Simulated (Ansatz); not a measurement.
# Meshes and cutoff for the phonons of Be (Im-3m, 1 atom in the cell)

Aim: how dense must the meshes and how high the cutoff be for the phonons of Be (Im-3m, 1 atom in the cell)?

Program: Ansatz 0.2.0. Level of theory: DFT PBEsol, scalar-relativistic, plane waves, PAW. Results are calculated unless marked as measured.

Report form: the programs' logs are mostly left out.

This is not the structure that Be takes at ambient pressure and room temperature (hexagonal, No. 194); it is a model or a phase of other conditions.

### 1. Starting point

Symmetry: Im-3m, No. 229, cubic system. The conventional cell has a = 2.493 Å, b = 2.493 Å, c = 2.493 Å, α = 90.00°, β = 90.00°, γ = 90.00°. Nearest to Be lie 8 Be at 2.16 Å.

Coordinates:

```cif
data_structure
_symmetry_space_group_name_H-M 'P 1'
_symmetry_Int_Tables_number 1
_cell_length_a 2.1589
_cell_length_b 2.1589
_cell_length_c 2.1589
_cell_angle_alpha 109.471
_cell_angle_beta 109.471
_cell_angle_gamma 109.471
_cell_volume 7.75
loop_
_atom_site_label
_atom_site_type_symbol
_atom_site_fract_x
_atom_site_fract_y
_atom_site_fract_z
_atom_site_occupancy
Be1 Be 0.00000 0.00000 0.00000 1
```

### 2. Relaxing to small forces for the phonons

Phonons need a cell at rest on their own settings, so the relaxation is repeated with tight tolerances on forces and stress, using the mesh and the filling of the phonon run that follows.

Input file input.yaml:

```yaml
crystal:
  lattice:
    - [-1.2464130335, 1.2464130335, 1.2464130335]
    - [1.2464130335, -1.2464130335, 1.2464130335]
    - [1.2464130335, 1.2464130335, -1.2464130335]
  atoms:
    - { symbol: Be, position: [0.0, 0.0, 0.0] }
kpoints:
  mp_grid: { grid: [24, 24, 24] }
hamiltonian:
  xc: pbesol
scf:
  occupations: { method: methfessel_paxton, width: 0.15 }
output:
  forces: true
  stress: true
  eigenvalues: true
relax:
  adjacent_minimum: "off"
  f_tol: 0.001
  max_steps: 60
  cell: { stress_tol: 0.01 }
```

The run is started by

```
> ansatz run input.yaml --threads 4 --pin off --max-ram 7168MiB --backend cpu --events-out ev --progress --plain --runs-dir out
```

Wall time 1.3 s (4 threads of Arm Neoverse V1, shared host); peak memory 0.28 GiB; 4.2 s of CPU time.

Little changed from the start: no atom moved by 0.005 Å and no cell edge by 0.1 %.

This step gave:

```yaml
pressure: -0.001433 GPa
volume_per_atom: 7.745 Å³
gap_on_the_k_mesh: 0 eV
```

The forces vanish by symmetry and the pressure is -0.001 GPa, within the tolerances set. The cell now holds 7.75 Å³/atom.

### 3. Response at finite wavevector

Stability and thermal properties need the whole zone. Linear response on a 6×6×6 q mesh gives force constants as far as a supercell of that size would.

input.yaml, the sections that differ from step 2:

```yaml
output:
  eigenvalues: true
phonons:
  method: dfpt
  qmesh: [6, 6, 6]
  temperatures: { t_max: 1000, t_step: 50 }
  qpath:
    path:
      - [[0.0, 0.0, 0.0], [0.5, -0.5, 0.5], [0.0, 0.0, 0.5], [0.0, 0.0, 0.0], [0.25, 0.25, 0.25], [0.5, -0.5, 0.5]]
      - [[0.25, 0.25, 0.25], [0.0, 0.0, 0.5]]
    npoints: 10
# crystal, kpoints, hamiltonian, scf: as in step 2
# relax: removed
```

The job ended after 2.5 min (4 threads; peak memory 1.5 GiB).

This step gave:

```
sum-rule residual before enforcement                    : 1.62e-5 eV/Å²
lowest frequency on the path                            : -39.88 cm⁻¹
highest frequency on the path or at a solved wavevector : 686.1 cm⁻¹
lowest mode on the q mesh (acoustic modes at Γ apart)   : -39.88 cm⁻¹
```

Frequencies (cm⁻¹) solved at each irreducible wavevector; negative means imaginary. Frequencies by wavevector, by row:

| q in reciprocal lattice units | star | mode 1 | mode 2 | mode 3 |
| --- | --- | --- | --- | --- |
| 0 0 0 | 1 | 0 | 0 | 0 |
| 0 0 0.1667 | 12 | 80.3 | 317.3 | 362.4 |
| 0 0 0.3333 | 12 | 58.9 | 531.4 | 582.4 |
| 0 0 -0.5 | 6 | -39.9 | 605 | 669.8 |
| 0 0.1667 0.1667 | 24 | 213 | 340.2 | 592.2 |
| 0 0.1667 0.3333 | 48 | 269 | 536 | 657.2 |
| 0 0.3333 0.3333 | 8 | 422.2 | 561.3 | 561.3 |
| 0.1667 0.1667 0.1667 | 8 | 276.7 | 276.7 | 686.1 |
| 0.1667 0.1667 0.3333 | 12 | 269.2 | 510.7 | 552.6 |
| 0.1667 0.1667 -0.1667 | 6 | 358.6 | 379.5 | 379.5 |
| 0.1667 0.3333 -0.3333 | 24 | 398.1 | 543.5 | 588.9 |
| 0.1667 -0.5 -0.5 | 12 | 397.4 | 619.2 | 679.7 |
| 0.1667 -0.5 -0.3333 | 24 | 494.4 | 580.9 | 651.5 |
| 0.3333 0.3333 -0.3333 | 6 | 594.2 | 594.2 | 603.5 |
| 0.3333 -0.5 -0.5 | 12 | 595 | 637.5 | 641.8 |
| -0.5 -0.5 -0.5 | 1 | 664.7 | 664.7 | 664.7 |

Interpolated from a 6×6×6 q mesh. The phonon branches at the labelled points (cm⁻¹):

| point | branch 1 | branch 2 | branch 3 |
| --- | --- | --- | --- |
| Γ | 0 | 0 | 0 |
| halfway | 500 | 500 | 511 |
| H | 665 | 665 | 665 |
| halfway | 506 | 629 | 659 |
| N | -40 | 605 | 670 |
| halfway | 73 | 444 | 481 |
| Γ | 0 | 0 | 0 |
| halfway | 206 | 206 | 646 |
| P | 426 | 426 | 426 |
| halfway | 480 | 605 | 605 |
| H | 665 | 665 | 665 |
| jump to P | 426 | 426 | 426 |
| halfway | 212 | 562 | 596 |
| N | -40 | 605 | 670 |

Symmetry leaves 16 wavevectors to solve. The lowest mode among them, the acoustic zeros apart, lies at q = (0, 0, -0.5) and is imaginary, 39.9i cm⁻¹, so the energy falls along it.

### 4. Another q mesh, q mesh 2×2×2

The q mesh is changed to 2×2×2, to see how far the force constants must reach.

input.yaml: that of step 3 with these lines changed.

```diff
@@ -17,3 +17,3 @@
   method: dfpt
-  qmesh: [6, 6, 6]
+  qmesh: [2, 2, 2]
   temperatures: { t_max: 1000, t_step: 50 }
```

It took 7.2 s on 4 threads; peak memory 0.6 GiB.

Numbers from this step:

| Quantity | Value |
| --- | --- |
| highest frequency at a solved wavevector (no LO-TO term at Γ) | 669.8 cm⁻¹ |

Frequencies (cm⁻¹) solved at each irreducible wavevector; negative means imaginary. Frequencies by wavevector, by row:

| q in reciprocal lattice units | star | mode 1 | mode 2 | mode 3 |
| --- | --- | --- | --- | --- |
| 0 0 0 | 1 | 0 | 0 | 0 |
| 0 0 -0.5 | 6 | -39.9 | 605 | 669.8 |
| -0.5 -0.5 -0.5 | 1 | 664.7 | 664.7 | 664.7 |

### 5. Another q mesh, q mesh 3×3×3

The q mesh is changed to 3×3×3, to see how far the force constants must reach.

input.yaml: that of step 4 with these lines changed.

```diff
@@ -17,3 +17,3 @@
   method: dfpt
-  qmesh: [2, 2, 2]
+  qmesh: [3, 3, 3]
   temperatures: { t_max: 1000, t_step: 50 }
```

The job ended after 21 s (4 threads; peak memory 0.92 GiB).

Numbers from this step:

```
lowest frequency on the path                            : -22.12 cm⁻¹
highest frequency on the path or at a solved wavevector : 650.8 cm⁻¹
lowest mode on the q mesh (acoustic modes at Γ apart)   : 58.86 cm⁻¹
```

### 6. Another k mesh, k-mesh 8×8×8, q mesh 2×2×2

The k mesh is changed to 8×8×8 on a small fixed q mesh, to find the coarsest that serves.

input.yaml: that of step 5 with these lines changed.

```diff
@@ -8,3 +8,3 @@
 kpoints:
-  mp_grid: { grid: [24, 24, 24] }
+  mp_grid: { grid: [8, 8, 8] }
 hamiltonian:
@@ -17,3 +17,3 @@
   method: dfpt
-  qmesh: [3, 3, 3]
+  qmesh: [2, 2, 2]
   temperatures: { t_max: 1000, t_step: 50 }
```

Run time: 0.73 s. Hardware: 4 threads; peak memory 0.29 GiB; 1.8 s of CPU time.

The run finished; it serves as a test, and its numbers are not taken as the result.

### 7. Another k mesh, k-mesh 12×12×12, q mesh 2×2×2

The k mesh is changed to 12×12×12 on a small fixed q mesh, to find the coarsest that serves.

input.yaml: that of step 6 with these lines changed.

```diff
@@ -8,3 +8,3 @@
 kpoints:
-  mp_grid: { grid: [8, 8, 8] }
+  mp_grid: { grid: [12, 12, 12] }
 hamiltonian:
```

The job ended after 1.3 s (4 threads; peak memory 0.34 GiB; 3.7 s of CPU time).

The run finished; it serves as a test, and its numbers are not taken as the result.

### 8. Another k mesh, k-mesh 18×18×18, q mesh 2×2×2

The k mesh is changed to 18×18×18 on a small fixed q mesh, to find the coarsest that serves.

input.yaml: that of step 7 with these lines changed.

```diff
@@ -8,3 +8,3 @@
 kpoints:
-  mp_grid: { grid: [12, 12, 12] }
+  mp_grid: { grid: [18, 18, 18] }
 hamiltonian:
```

Elapsed: 3.2 s, on 4 threads; peak memory 0.41 GiB; 11 s of CPU time.

Frequencies (cm⁻¹) solved at each irreducible wavevector; negative means imaginary. Frequencies by wavevector, by row:

| q in reciprocal lattice units | star | mode 1 | mode 2 | mode 3 |
| --- | --- | --- | --- | --- |
| 0 0 0 | 1 | 0 | 0 | 0 |
| 0 0 -0.5 | 6 | 47.4 | 605 | 673.8 |
| -0.5 -0.5 -0.5 | 1 | 661.3 | 661.3 | 661.3 |

### 9. Another k mesh, q mesh 2×2×2

The k mesh is changed to 24×24×24 on a small fixed q mesh, to find the coarsest that serves.

input.yaml: that of step 8 with these lines changed.

```diff
@@ -8,3 +8,3 @@
 kpoints:
-  mp_grid: { grid: [18, 18, 18] }
+  mp_grid: { grid: [24, 24, 24] }
 hamiltonian:
```

Run time: 7.2 s. Hardware: 4 threads; peak memory 0.6 GiB.

Frequencies (cm⁻¹) solved at each irreducible wavevector; negative means imaginary. Frequencies by wavevector, by row:

| q in reciprocal lattice units | star | mode 1 | mode 2 | mode 3 |
| --- | --- | --- | --- | --- |
| 0 0 0 | 1 | 0 | 0 | 0 |
| 0 0 -0.5 | 6 | -39.9 | 605 | 669.8 |
| -0.5 -0.5 -0.5 | 1 | 664.7 | 664.7 | 664.7 |

### 10. Another k mesh, k-mesh 36×36×36, q mesh 2×2×2

The k mesh is changed to 36×36×36 on a small fixed q mesh, to find the coarsest that serves.

input.yaml: that of step 9 with these lines changed.

```diff
@@ -8,3 +8,3 @@
 kpoints:
-  mp_grid: { grid: [24, 24, 24] }
+  mp_grid: { grid: [36, 36, 36] }
 hamiltonian:
```

Wall time 27 s (4 threads); peak memory 1.4 GiB.

Against step 4 (now k-mesh 36×36×36), the lowest mode on the q mesh (acoustic modes at Γ apart) goes from -39.9 cm⁻¹ to -90.5 cm⁻¹.

### 11. Comparing the runs

Times are for 4 threads of Arm Neoverse V1, shared host. The series side by side:

| no. | k-mesh | lowest mode on the q mesh (acoustic modes at Γ apart) (cm⁻¹) | time | memory (GiB) |
| --- | --- | --- | --- | --- |
| 1 | 18×18×18 | 47.42 | 3.2 s | 0.41 |
| 2 | 24×24×24 | -39.88 | 7.2 s | 0.6 |
| 3 | 36×36×36 | -90.49 | 27 s | 1.4 |

### 12. Another cutoff, cutoff 170 eV, q mesh 2×2×2

The cutoff is set to 170 eV on a small fixed q mesh.

input.yaml: that of step 10 with these lines changed.

```diff
@@ -8,3 +8,3 @@
 kpoints:
-  mp_grid: { grid: [36, 36, 36] }
+  mp_grid: { grid: [24, 24, 24] }
 hamiltonian:
@@ -24 +24,3 @@
     npoints: 10
+basis:
+  ecutwfc: 170
```

Elapsed: 4.5 s, on 4 threads; peak memory 0.53 GiB.

The run finished; it serves as a test, and its numbers are not taken as the result.

### 13. Another cutoff, cutoff 230 eV, q mesh 2×2×2

The cutoff is set to 230 eV on a small fixed q mesh.

input.yaml: that of step 12 with these lines changed.

```diff
@@ -25,2 +25,2 @@
 basis:
-  ecutwfc: 170
+  ecutwfc: 230
```

Run time: 5.2 s. Hardware: 4 threads; peak memory 0.49 GiB.

The run finished; it serves as a test, and its numbers are not taken as the result.

### 14. Another cutoff, cutoff 290 eV, q mesh 2×2×2

The cutoff is set to 290 eV on a small fixed q mesh.

input.yaml: that of step 13 with these lines changed.

```diff
@@ -25,2 +25,2 @@
 basis:
-  ecutwfc: 230
+  ecutwfc: 290
```

It took 5.8 s on 4 threads; peak memory 0.51 GiB; 18 s of CPU time.

The run finished; it serves as a test, and its numbers are not taken as the result.

### 15. Another cutoff, cutoff 360 eV, q mesh 2×2×2

The cutoff is set to 360 eV on a small fixed q mesh.

input.yaml: that of step 14 with these lines changed.

```diff
@@ -25,2 +25,2 @@
 basis:
-  ecutwfc: 290
+  ecutwfc: 360
```

The job ended after 6.7 s (4 threads; peak memory 0.56 GiB).

Frequencies (cm⁻¹) solved at each irreducible wavevector; negative means imaginary. Frequencies by wavevector, by row:

| q in reciprocal lattice units | star | mode 1 | mode 2 | mode 3 |
| --- | --- | --- | --- | --- |
| 0 0 0 | 1 | 0 | 0 | 0 |
| 0 0 -0.5 | 6 | -42.6 | 605.2 | 670.1 |
| -0.5 -0.5 -0.5 | 1 | 665.1 | 665.1 | 665.1 |

Against step 4 (now cutoff 360 eV), the lowest mode on the q mesh (acoustic modes at Γ apart) goes from -39.9 cm⁻¹ to -42.6 cm⁻¹.

### 16. Another cutoff, cutoff 550 eV, q mesh 2×2×2

The cutoff is set to 550 eV on a small fixed q mesh.

input.yaml: that of step 15 with these lines changed.

```diff
@@ -25,2 +25,2 @@
 basis:
-  ecutwfc: 360
+  ecutwfc: 550
```

Wall time 9.4 s (4 threads); peak memory 0.69 GiB.

Frequencies (cm⁻¹) solved at each irreducible wavevector; negative means imaginary. Frequencies by wavevector, by row:

| q in reciprocal lattice units | star | mode 1 | mode 2 | mode 3 |
| --- | --- | --- | --- | --- |
| 0 0 0 | 1 | 0 | 0 | 0 |
| 0 0 -0.5 | 6 | -40.1 | 605 | 669.8 |
| -0.5 -0.5 -0.5 | 1 | 664.7 | 664.7 | 664.7 |

### 17. Outcome

| Property | Result |
| --- | --- |
| lowest mode on the q mesh (acoustic modes at Γ apart), k-mesh 8×8×8 | 141 cm⁻¹ |
| lowest mode on the q mesh (acoustic modes at Γ apart), k-mesh 12×12×12 | -172 cm⁻¹ |
| lowest mode on the q mesh (acoustic modes at Γ apart), k-mesh 18×18×18 | 47.4 cm⁻¹ |
| lowest mode on the q mesh (acoustic modes at Γ apart), k-mesh 24×24×24 | -39.9 cm⁻¹ |
| lowest mode on the q mesh (acoustic modes at Γ apart), k-mesh 36×36×36 | -90.5 cm⁻¹ |
| lowest mode on the q mesh (acoustic modes at Γ apart), cutoff 170 eV | -116 cm⁻¹ |
| lowest mode on the q mesh (acoustic modes at Γ apart), cutoff 230 eV | 39.0 cm⁻¹ |
| lowest mode on the q mesh (acoustic modes at Γ apart), cutoff 290 eV | -37.1 cm⁻¹ |
| lowest mode on the q mesh (acoustic modes at Γ apart), cutoff 360 eV | -42.6 cm⁻¹ |
| lowest mode on the q mesh (acoustic modes at Γ apart), cutoff 550 eV | -40.1 cm⁻¹ |

What this shows: The base run has imaginary modes (down to 40i cm⁻¹), and the series also tests whether they stay. Over the whole k mesh series, coarse runs included, the lowest mode on the q mesh (acoustic modes at Γ apart) runs from -172.2 to 140.9 cm⁻¹; the two finest runs still differ by up to 50.6 cm⁻¹ in a solved mode, so convergence is not shown. Over the whole cutoff series, coarse runs included, the lowest mode on the q mesh (acoustic modes at Γ apart) runs from -116.0 to 39.0 cm⁻¹; from 290 eV on all solved modes stay within 3.1 cm⁻¹ of the finest run (550 eV), against a tolerance of 6.7. All runs share the cell relaxed at the base settings, which is not exactly at rest under another k mesh or cutoff. With no gap, or one that is small against the smearing, the frequencies hang on the k mesh and the smearing, most of all near Kohn anomalies. A phonon run warned that its eigensolver left some bands unconverged in a pass. These are harmonic frequencies at zero temperature: anharmonic shifts, linewidths and thermal expansion are left out.

[Logs are printed without paths, hosts, clocks, repeated set-up lines and the standing remarks that a program may print on its own settings, such as how far it seeks lower states.]

[Hosts, paths, dates, database ids (printed as entryN), source tags and the programs' standing remarks are cut or masked in the printed files.]
